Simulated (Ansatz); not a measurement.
# HfC (Fm-3m): modes against biaxial strain in the (001) plane, part 2 of 2

Wanted: the shifts of the zone-centre modes of HfC (Fm-3m) with strain.

Ansatz 0.2.0; DFT PBEsol, scalar-relativistic, plane waves, PAW; PAW set soft_1.

So far. Step 3 (Tight relaxation): The forces vanish by symmetry and the pressure is 0.000 GPa, within the tolerances set. The cell now holds 12.22 Å³/atom.

The database entry behind the starting cell differs from later determinations by our own check (about 0.2 % long), so it need not match the best structure at ambient conditions.

### 4. Modes at rest

Phonons follow from the second derivative of the energy, found here by linear response.

The modes at rest are the reference of the series.

input.yaml reads:

```yaml
crystal:
  lattice:
    - [0.0, 2.3035800706, 2.3035800706]
    - [2.3035800706, 0.0, 2.3035800706]
    - [2.3035800706, 2.3035800706, 0.0]
  atoms:
    - { symbol: C, position: [0.0, 0.0, 0.0] }
    - { symbol: Hf, position: [0.5, 0.5, 0.5] }
kpoints:
  mp_grid: { grid: [16, 16, 16] }
hamiltonian:
  xc: pbesol
  pseudopotentials: { kind: paw, azcp: { folder: soft_1 }, xc_functional: pbe }
scf:
  occupations: { method: methfessel_paxton, width: 0.2 }
output:
  eigenvalues: true
phonons:
  method: dfpt
```

Launch:

```bash
> ansatz run input.yaml --threads 4 --pin off --max-ram 10240MiB --backend cpu --events-out ev --progress --plain --runs-dir out
```

Numbers of over 12 decimals in the logs are rounded to 6 here.

Output:

```text
[...]
Crystal: 2 atoms, lattice volume = 24.448 Å³
Basis set: ecut = 420 eV, 531 PW (Γ), exchange–correlation on 48×48×48 points (8 copies of the dense FFT grid, shifted against one another)
Bands: 19, of which v1, the nominal top of the filled ones, is band 15 counted from 1 (14 counted from 0)
Symmetry: 48 space group operations
k-points: 349 of 4096 (irreducible under 8 space group operations, time reversal used)
[...]
SCF iter   1: F=—  HF=-15848.059575 eV  |F-HF|=—  |Δ(HF+E_count)|=         —  Δρ=8.68e-2  dr2=2.49e0  ethr=3.10e-3  ⟨swp⟩=4.8  Hψ=28690  notcnv=0
[...]
SCF iter  11: F=-15847.482024 eV  HF=-15847.482024 eV  |F-HF|=0.00e0  |Δ(HF+E_count)|=  1.09e-11  S|Δr|=    0.00e0  Δρ=4.95e-8  dr2=3.57e-13  ethr=1.00e-12  ⟨swp⟩=8.0  Hψ=39678  notcnv=0
SCF 1 converged in 11 iterations: F = -15847.482024 eV  dr2 = 3.57e-13
[...]
DFPT response loops at Γ: preconditioner auto → Kerker (q_TF=auto, 2.823 Å⁻¹) (partly filled bands, converged f_vac=0.000); β = 1.00, the filter's whole step (`scf.mixing.beta` (0.50) is not read by the response loops under this deck's `scf.mixing.preconditioner`; to damp them name `kerker` or `kerker_dos`, under which they read `scf.mixing.beta`, and type it under 1.00, their step now; both keys bind the ground state too); Broyden in place of MSR1
SCF converged after 11 iterations
[...]
Free energy (F): -15847.482024 eV
[...]
Internal energy: -15847.481152 eV  (E = F + TS)
E sigma→0 (E₀):  -15847.481806 eV
Entropy (-TS):   -0.000872 eV (-0.436 meV/atom)
Fermi energy:    18.986593 eV
[...]
--- Band table (eV; the first three rows and the last of 349) ---
  k-point 0: bands = [... 11 lower, 8.1600, 20.0866, 20.0866, 20.0866, 20.3109, 20.3109, 20.3109, 22.4061]
  k-point 1: bands = [... 11 lower, 8.1601, 19.2644, 19.5206, 19.5206, 20.5588, 20.5588, 20.8876, 22.9341]
  k-point 2: bands = [... 11 lower, 8.1604, 18.1863, 18.6822, 18.6822, 20.9026, 20.9026, 21.3310, 24.0446]
  k-point 348: bands = [... 11 lower, 9.3795, 15.9305, 16.2262, 16.2262, 22.7171, 22.7171, 25.9108, 26.2530]
--- Phonons (Γ-DFPT): 2 representative perturbations + reference, on 349 of 4096 k-points (Σ response iterations 7) ---
  k mesh reduced under 8 symmetry operations, with k and −k counted as one. Each operation leaves every solved perturbation unchanged. A smaller set is not used because it would not reduce the number of displacements times k-points to solve
  ASR residual: 1.760e-5 → 0.000e0 eV/Å²; symmetrization residual: 6.881e-7 eV/Å²
  ASR residual per site (eV/Å²): 1.20e-5 1.76e-5
  Γ frequencies (cm⁻¹): 0.00 0.00 0.00 452.57 452.57 452.57
  non-analytic LO–TO correction: not included (Born effective charges unavailable; polar crystals: no LO–TO splitting at Γ)
```

The job ended after 41 s (4 threads of Intel Xeon at 2.50GHz (Skylake/Cascade Lake), shared host; peak memory 0.82 GiB; 1.9 min of CPU time).

Reading the cycles: dr2 is the Hartree energy of the density residual (eV), the measure of convergence; HF is the Harris–Foulkes estimate of the energy, which meets the free energy F at convergence.

Numbers from this step:

| Property | Result |
| --- | --- |
| sum-rule residual before enforcement | 1.76e-5 eV/Å² |
| point group | m-3m |
| highest optical mode at the zone centre (no LO-TO term) | 452.6 cm⁻¹ |
| lowest optical zone-centre mode | 452.6 cm⁻¹ |

Patterns of degenerate modes are one choice out of their space. The modes at Γ (shares of kinetic energy by element, %):

| mode | frequency (cm⁻¹) | symmetry | C % | Hf % |
| --- | --- | --- | --- | --- |
| 1 | 0.0 | acoustic | 6 | 94 |
| 2 | 0.0 | acoustic | 6 | 94 |
| 3 | 0.0 | acoustic | 6 | 94 |
| 4 | 452.6 | T1u | 94 | 6 |
| 5 | 452.6 | T1u | 94 | 6 |
| 6 | 452.6 | T1u | 94 | 6 |

Displacements in mode 4 (452.6 cm⁻¹), the largest set to 1:
```
C1   0.00  0.00  1.00
Hf2  0.00  0.00 -0.07
```

Before it was imposed, the acoustic sum rule was missed by 1.8e-5 eV/Å². Small misses are needed for a sound result but don't prove that mesh and cutoff are converged. The lowest optical mode is real, 453 cm⁻¹.

### 5. Relaxation of a member: biaxial strain of +4 % in the (001) plane

The cell takes a biaxial strain of +4 % in the (001) plane. The strained lengths are held, while the rest of the cell and the atoms relax.

input.yaml, the sections that differ from step 4:

```yaml
crystal:
  lattice:
    - [0.0, 2.3957232734, 2.278301424]
    - [2.3957232734, 0.0, 2.278301424]
    - [2.3957232734, 2.3957232734, 0.0]
  atoms:
    - { symbol: C, position: [0.0, 0.0, 0.0] }
    - { symbol: Hf, position: [0.5, 0.5, 0.5] }
  conventional_axes: [[-1, 1, 1], [1, -1, 1], [1, 1, -1]]
output:
  forces: true
  stress: true
  eigenvalues: true
relax:
  adjacent_minimum: "off"
  f_tol: 0.001
  max_steps: 60
  cell: { stress_tol: 0.01, fix: [a, b, gamma] }
# kpoints, hamiltonian, scf: as in step 4
# phonons: removed
```

Output:

```text
[...]
Crystal: 2 atoms, lattice volume = 26.153 Å³
Basis set: ecut = 420 eV, 519 PW (Γ), exchange–correlation on 48×48×48 points (8 copies of the dense FFT grid, shifted against one another)
Bands: 19, of which v1, the nominal top of the filled ones, is band 15 counted from 1 (14 counted from 0)
Symmetry: 16 space group operations
[...]
k-points: 349 of 4096
[...]
k-point 348: bands = [... 11 lower, 7.5154, 15.4536, 15.8948, 17.3932, 17.3932, 22.8046, 24.0999, 24.0999]
--- Relaxed structure (4 steps of the walk, 4 accepted, 2 SCFs on fresh bases) ---
[...]
cell:  # Å, volume = 26.0637 Å³
    - [0, 2.3957232734, 2.270562]
    - [2.3957232734, 0, 2.270562]
    - [2.3957232734, 2.3957232734, 0]
  atoms:
    - { symbol: C, position: [0, 0, 0] }
    - { symbol: Hf, position: [0.5, 0.5, 0.500000] }
[key lines of the parts left out:]
SCF converged after 5 iterations
Free energy (F): -15847.353692 eV
Fermi energy:    17.720108 eV
P = ⅓ Tr σ = -12.7947 GPa (-127.947 kbar)
```

It took 39 s on 4 threads; peak memory 0.51 GiB; 2.2 min of CPU time.

Step by step:

```csv
step,energy less that of the first step (eV),largest force component (eV/Å),pressure (GPa),volume (Å³)
1,0.0000,0.0000,-13.59,26.15
2,-0.0006,0.0000,-12.61,26.04
3,-0.0006,0.0000,-12.80,26.06
4*,-0.0005,0.0000,-12.80,26.06
5,-0.0005,0.0000,-12.79,26.06
6*,-0.0005,0.0000,-12.79,26.06
```

Relaxation steps marked * repeat the geometry before them on a plane-wave basis chosen anew for their cell, so energy and pressure can jump there.

Forces are held to the 16 operations that the run works with; a distortion that breaks them can't arise in this run.

```csv
"conventional cell, symmetrised",before,after,change
a (Å),3.388,3.388,-0.0 %
b (Å),3.388,3.388,-0.0 %
c (Å),4.557,4.541,-0.3 %
volume (Å³/atom),13.08,13.03,-0.3 %
```

Final coordinates:

```
C Hf
1.0
     0.00000    2.39572    2.27056
     2.39572    0.00000    2.27056
     2.39572    2.39572    0.00000
C Hf
1 1
Direct
  0.00000 0.00000 0.00000
  0.50000 0.50000 0.50000
```

Numbers from this step:

* pressure: -12.79 GPa
* volume per atom: 13.03 Å³

The forces vanish by symmetry.

### 6. Zone-centre modes of the member: biaxial strain of +4 % in the (001) plane

The zone-centre modes follow for biaxial strain of +4 % in the (001) plane.

input.yaml, the sections that differ from step 5:

```yaml
crystal:
  lattice:
    - [0.0, 2.3957232734, 2.2705621623]
    - [2.3957232734, 0.0, 2.2705621623]
    - [2.3957232734, 2.3957232734, 0.0]
  atoms:
    - { symbol: C, position: [0.0, 0.0, 0.0] }
    - { symbol: Hf, position: [0.5, 0.5, 0.5] }
output:
  eigenvalues: true
phonons:
  method: dfpt
# kpoints, hamiltonian, scf: as in step 5
# relax: removed
```

Output:

```text
zone centre: on kpoints.mp_grid the ground state, and the responses unless they are solved on pairs of k-points, stand on 621 of the mesh's 4096 k-points, reduced under 8 symmetry operations, with k and −k counted as one. Each operation leaves every solved displacement unchanged or reverses it
[...]
Crystal: 2 atoms, lattice volume = 26.064 Å³
Basis set: ecut = 420 eV, 519 PW (Γ), exchange–correlation on 48×48×48 points (8 copies of the dense FFT grid, shifted against one another)
Bands: 19, of which v1, the nominal top of the filled ones, is band 15 counted from 1 (14 counted from 0)
Symmetry: 16 space group operations
k-points: 621 of 4096 (irreducible under 8 space group operations)
[...]
SCF iter   1: F=—  HF=-15847.919539 eV  |F-HF|=—  |Δ(HF+E_count)|=         —  Δρ=8.25e-2  dr2=2.49e0  ethr=3.10e-3  ⟨swp⟩=4.6  Hψ=48985  notcnv=0
[...]
SCF iter  11: F=-15847.353692 eV  HF=-15847.353692 eV  |F-HF|=3.64e-12  |Δ(HF+E_count)|=  1.09e-11  S|Δr|=    0.00e0  Δρ=1.29e-7  dr2=1.47e-12  ethr=1.00e-12  ⟨swp⟩=6.9  Hψ=65637  notcnv=0
SCF 1 converged in 11 iterations: F = -15847.353692 eV  dr2 = 1.47e-12
[...]
SCF converged after 11 iterations
[...]
Free energy (F): -15847.353692 eV
[...]
Internal energy: -15847.353707 eV  (E = F + TS)
E sigma→0 (E₀):  -15847.353696 eV
Entropy (-TS):   0.000016 eV (0.008 meV/atom)
Fermi energy:    17.720108 eV
[...]
--- Band table (eV; the first three rows and the last of 621) ---
  k-point 0: bands = [... 11 lower, 6.5953, 18.6633, 18.6633, 18.8464, 18.8464, 18.9281, 19.3868, 20.5903]
  k-point 1: bands = [... 11 lower, 6.5944, 17.9379, 18.0894, 18.3508, 19.1264, 19.3219, 19.6382, 21.0809]
  k-point 2: bands = [... 11 lower, 6.5943, 16.9043, 17.3029, 17.5645, 19.4749, 19.6560, 19.9707, 22.0997]
  k-point 620: bands = [... 11 lower, 7.5154, 15.4536, 15.8948, 17.3932, 17.3932, 22.8046, 24.0999, 24.0999]
[...]
ASR residual: 4.116e-5 → 0.000e0 eV/Å²; symmetrization residual: 1.033e-6 eV/Å²
  ASR residual per site (eV/Å²): 2.05e-5 4.12e-5
  Γ frequencies (cm⁻¹): 0.00 0.00 0.00 334.14 334.14 497.84
[...]
```

It took 93 s on 4 threads; peak memory 1.2 GiB.

This step gave:

```
sum-rule residual before enforcement                    : 4.12e-5 eV/Å²
point group                                             : 4/mmm
highest optical mode at the zone centre (no LO-TO term) : 497.8 cm⁻¹
lowest optical zone-centre mode                         : 334.1 cm⁻¹
```

Patterns of degenerate modes are one choice out of their space. The modes at Γ (shares of kinetic energy by element, %):

| mode | frequency (cm⁻¹) | symmetry | C % | Hf % |
| --- | --- | --- | --- | --- |
| 1 | 0.0 | acoustic | 6 | 94 |
| 2 | 0.0 | acoustic | 6 | 94 |
| 3 | 0.0 | acoustic | 6 | 94 |
| 4 | 334.1 | Eu | 94 | 6 |
| 5 | 334.1 | Eu | 94 | 6 |
| 6 | 497.8 | A2u | 94 | 6 |

Displacements in mode 5 (334.1 cm⁻¹), the largest set to 1:
```
C1   0.00  1.00  0.00
Hf2  0.00 -0.07  0.00
```

Displacements in mode 6 (497.8 cm⁻¹), the largest set to 1:
```
C1   0.00  0.00  1.00
Hf2  0.00  0.00 -0.07
```

The lowest optical mode is real, 334 cm⁻¹, and the highest lies at 497.8 cm⁻¹.

Between step 4 and this run (strain 4 %) the value for the highest optical mode at the zone centre (no LO-TO term) moves from 453 cm⁻¹ to 498 cm⁻¹ (+10 %).

### 7. A member of the series: biaxial strain of -4 % in the (001) plane

The cell takes a biaxial strain of -4 % in the (001) plane. The strained lengths are held, while the rest of the cell and the atoms relax.

input.yaml, the sections that differ from step 6:

```yaml
crystal:
  lattice:
    - [0.0, 2.2114368678, 2.3311280687]
    - [2.2114368678, 0.0, 2.3311280687]
    - [2.2114368678, 2.2114368678, 0.0]
  atoms:
    - { symbol: C, position: [0.0, 0.0, 0.0] }
    - { symbol: Hf, position: [0.5, 0.5, 0.5] }
  conventional_axes: [[-1, 1, 1], [1, -1, 1], [1, 1, -1]]
output:
  forces: true
  stress: true
  eigenvalues: true
relax:
  adjacent_minimum: "off"
  f_tol: 0.001
  max_steps: 60
  cell: { stress_tol: 0.01, fix: [a, b, gamma] }
# kpoints, hamiltonian, scf: as in step 6
# phonons: removed
```

Output:

```text
[...]
Crystal: 2 atoms, lattice volume = 22.801 Å³
Basis set: ecut = 420 eV, 459 PW (Γ), exchange–correlation on 48×48×48 points (8 copies of the dense FFT grid, shifted against one another)
Bands: 19, of which v1, the nominal top of the filled ones, is band 15 counted from 1 (14 counted from 0)
Symmetry: 16 space group operations
[...]
k-points: 349 of 4096
[...]
k-point 348: bands = [... 11 lower, 9.8236, 17.4601, 18.2792, 20.7185, 20.7185, 26.1869, 27.8008, 27.8008]
--- Relaxed structure (5 steps of the walk, 5 accepted, 2 SCFs on fresh bases) ---
[...]
cell:  # Å, volume = 22.8904 Å³
    - [0, 2.2114368678, 2.340315]
    - [2.2114368678, 0, 2.340315]
    - [2.2114368678, 2.2114368678, 0]
  atoms:
    - { symbol: C, position: [0, 0, 0] }
    - { symbol: Hf, position: [0.5, 0.5, 0.5] }
[key lines of the parts left out:]
SCF converged after 5 iterations
Free energy (F): -15847.313582 eV
Fermi energy:    20.445800 eV
P = ⅓ Tr σ = 20.2703 GPa (202.703 kbar)
```

The job ended after 48 s (4 threads; peak memory 0.49 GiB).

Step by step:

| step | energy less that of the first step (eV) | largest force component (eV/Å) | pressure (GPa) | volume (Å³) |
| --- | --- | --- | --- | --- |
| 1 | 0.0000 | 0.0000 | 21.31 | 22.80 |
| 2 | -0.0004 | 0.0000 | 20.03 | 22.91 |
| 3 | -0.0005 | 0.0000 | 20.26 | 22.89 |
| 4 | -0.0005 | 0.0000 | 20.27 | 22.89 |
| 5* | -0.0006 | 0.0000 | 20.28 | 22.89 |
| 6 | -0.0006 | 0.0000 | 20.27 | 22.89 |
| 7* | -0.0006 | 0.0000 | 20.27 | 22.89 |

Relaxation steps marked * repeat the geometry before them on a plane-wave basis chosen anew for their cell, so energy and pressure can jump there.

The run keeps the 16 symmetry operations that it works with, so distortions that break them were not tested.

| conventional cell, symmetrised | before | after | change |
| --- | --- | --- | --- |
| a (Å) | 3.127 | 3.127 | +0.0 % |
| b (Å) | 3.127 | 3.127 | +0.0 % |
| c (Å) | 4.662 | 4.681 | +0.4 % |
| volume (Å³/atom) | 11.40 | 11.45 | +0.4 % |

The relaxed structure:

```
C Hf
1.0
     0.00000    2.21144    2.34032
     2.21144    0.00000    2.34032
     2.21144    2.21144    0.00000
C Hf
1 1
Direct
  0.00000 0.00000 0.00000
  0.50000 0.50000 0.50000
```

This step gave:

```
pressure        : 20.27 GPa
volume per atom : 11.45 Å³
```

The forces vanish by symmetry.

The cell grew by 0.4 % in volume.

### 8. Zone-centre modes of the member: biaxial strain of -4 % in the (001) plane

The zone-centre modes follow for biaxial strain of -4 % in the (001) plane.

input.yaml, the sections that differ from step 7:

```yaml
crystal:
  lattice:
    - [0.0, 2.2114368678, 2.3403152638]
    - [2.2114368678, 0.0, 2.3403152638]
    - [2.2114368678, 2.2114368678, 0.0]
  atoms:
    - { symbol: C, position: [0.0, 0.0, 0.0] }
    - { symbol: Hf, position: [0.5, 0.5, 0.5] }
output:
  eigenvalues: true
phonons:
  method: dfpt
# kpoints, hamiltonian, scf: as in step 7
# relax: removed
```

Output:

```text
[...]
Crystal: 2 atoms, lattice volume = 22.890 Å³
Basis set: ecut = 420 eV, 459 PW (Γ), exchange–correlation on 48×48×48 points (8 copies of the dense FFT grid, shifted against one another)
Bands: 19, of which v1, the nominal top of the filled ones, is band 15 counted from 1 (14 counted from 0)
Symmetry: 16 space group operations
k-points: 621 of 4096 (irreducible under 8 space group operations)
[...]
k-point 2: bands = [... 11 lower, 9.8684, 19.4972, 19.8774, 20.1960, 22.2389, 22.5093, 22.8719, 25.0942]
  k-point 620: bands = [... 11 lower, 9.8236, 17.4601, 18.2792, 20.7185, 20.7185, 26.1869, 27.8008, 27.8008]
[...]
ASR residual: 3.646e-5 → 0.000e0 eV/Å²; symmetrization residual: 1.198e-6 eV/Å²
  ASR residual per site (eV/Å²): 3.65e-5 2.65e-7
  Γ frequencies (cm⁻¹): 0.00 0.00 0.00 389.94 574.81 574.81
[...]
[key lines of the parts left out:]
SCF converged after 11 iterations
Free energy (F): -15847.313582 eV
Fermi energy:    20.445799 eV
```

The job ended after 79 s (4 threads; peak memory 1.1 GiB; 4.2 min of CPU time).

Numbers from this step:

| Item | Value |
| --- | --- |
| sum-rule residual before enforcement | 3.65e-5 eV/Å² |
| highest optical mode at the zone centre (no LO-TO term) | 574.8 cm⁻¹ |
| lowest optical zone-centre mode | 389.9 cm⁻¹ |

Patterns of degenerate modes are one choice out of their space. The modes at Γ (shares of kinetic energy by element, %):

| mode | frequency (cm⁻¹) | symmetry | C % | Hf % |
| --- | --- | --- | --- | --- |
| 1 | 0.0 | acoustic | 6 | 94 |
| 2 | 0.0 | acoustic | 6 | 94 |
| 3 | 0.0 | acoustic | 6 | 94 |
| 4 | 389.9 | A2u | 94 | 6 |
| 5 | 574.8 | Eu | 94 | 6 |
| 6 | 574.8 | Eu | 94 | 6 |

The lowest optical mode is real, 390 cm⁻¹, and the highest lies at 574.8 cm⁻¹.

Between step 4 and this run (strain -4 %) the value for the highest optical mode at the zone centre (no LO-TO term) moves from 453 cm⁻¹ to 575 cm⁻¹ (+27 %).

### 9. The series together

The members are set side by side, also those not shown above.

Stress is positive in compression; energies are extrapolated to zero smearing, and E0 is that at rest; the edges not held and the atoms are relaxed in each cell; all runs use 16×16×16 k points and Methfessel-Paxton smearing of 0.2 eV. State of the crystal along the series:

```csv
strain (%),in-plane stress (GPa),free strain along [001] (%),E - E0 (meV/atom)
-4,30.41,1.595,84.06
-3,21.44,1.196,45.48
-2,13.45,0.797,19.45
-1,6.331,0.397,4.685
0,-2.86e-4,0,0
1,-5.657,-0.3848,4.381
2,-10.72,-0.7497,17.02
3,-15.22,-1.097,37.16
4,-19.19,-1.433,64.06
```

Optical modes are counted from below at rest and tracked from member to member by their patterns, and modes that stay within 0.3 cm⁻¹ of each other stand once; labels, where given, are those at rest; the edges not held and the atoms are relaxed in each cell; all runs use 16×16×16 k points and Methfessel-Paxton smearing of 0.2 eV. Optical modes along the series:

```
strain (%)  optical mode 1 T1u, doublet (cm⁻¹)  optical mode 2 T1u, singlet (cm⁻¹)
        -4                               574.8                               389.9
        -3                               543.3                               410.3
        -2                                 512                               426.5
        -1                               481.7                               440.2
         0                               452.6                               452.6
         1                               423.9                               464.4
         2                               394.9                                 476
         3                               365.1                               487.2
         4                               334.1                               497.8
```

Value and slope at zero strain of a cubic (a lower polynomial where under five rows exist) through the rows within 2 % of rest. Slopes at rest:

```
                       mode  frequency (cm⁻¹)  shift per percent of strain (cm⁻¹)  shift per GPa of compressive stress (cm⁻¹)
optical mode 1 T1u, doublet             452.6                              -28.76                                        4.81
optical mode 2 T1u, singlet             452.6                               11.97                                          -2
```

### 10. Summary of results

- members: 9
- highest optical mode at the zone centre (no LO-TO term), at rest: 452.6 cm⁻¹
- biaxial modulus in the (001) plane: 598 GPa
- optical mode 1 T1u, doublet, shift per percent: -28.76 cm⁻¹
- optical mode 2 T1u, singlet, shift per percent: 11.97 cm⁻¹

In words: The stress changes by 5.98 GPa for each percent, a biaxial modulus of 598 GPa in the (001) plane. For each percent the free edge responds with -0.39 %. The strain lowers the symmetry: the level at 452.6 cm⁻¹ splits, into 574.8 and 389.9 cm⁻¹ at -4 %. The fastest shift in the table of slopes is -28.8 cm⁻¹ for each percent (optical mode 1 T1u, doublet), or 4.8 cm⁻¹ for each GPa of compressive stress. For small strain, the measured shift of a line that Raman or infrared light can see, divided by its slope, estimates the stress, if the state of stress is of this kind. These are harmonic frequencies at zero temperature: anharmonic shifts, linewidths and thermal expansion are left out. Spin-orbit coupling is left out, which can matter for the heavy elements here. With no gap, or one that is small against the smearing, the frequencies hang on the k mesh and the smearing, most of all near Kohn anomalies. The PAW files were made for PBE; the program adapts parts of them to the functional of the run, but their partial waves stay those of PBE, an approximation that was not tested in this session. Only the zone centre was solved, so an instability at another wavevector cannot show here.

[Logs are printed without paths, hosts, clocks, repeated set-up lines and the standing remarks that a program may print on its own settings, such as how far it seeks lower states.]

[Hosts, paths, dates, database ids (printed as entryN), source tags and the programs' standing remarks are cut or masked in the printed files.]
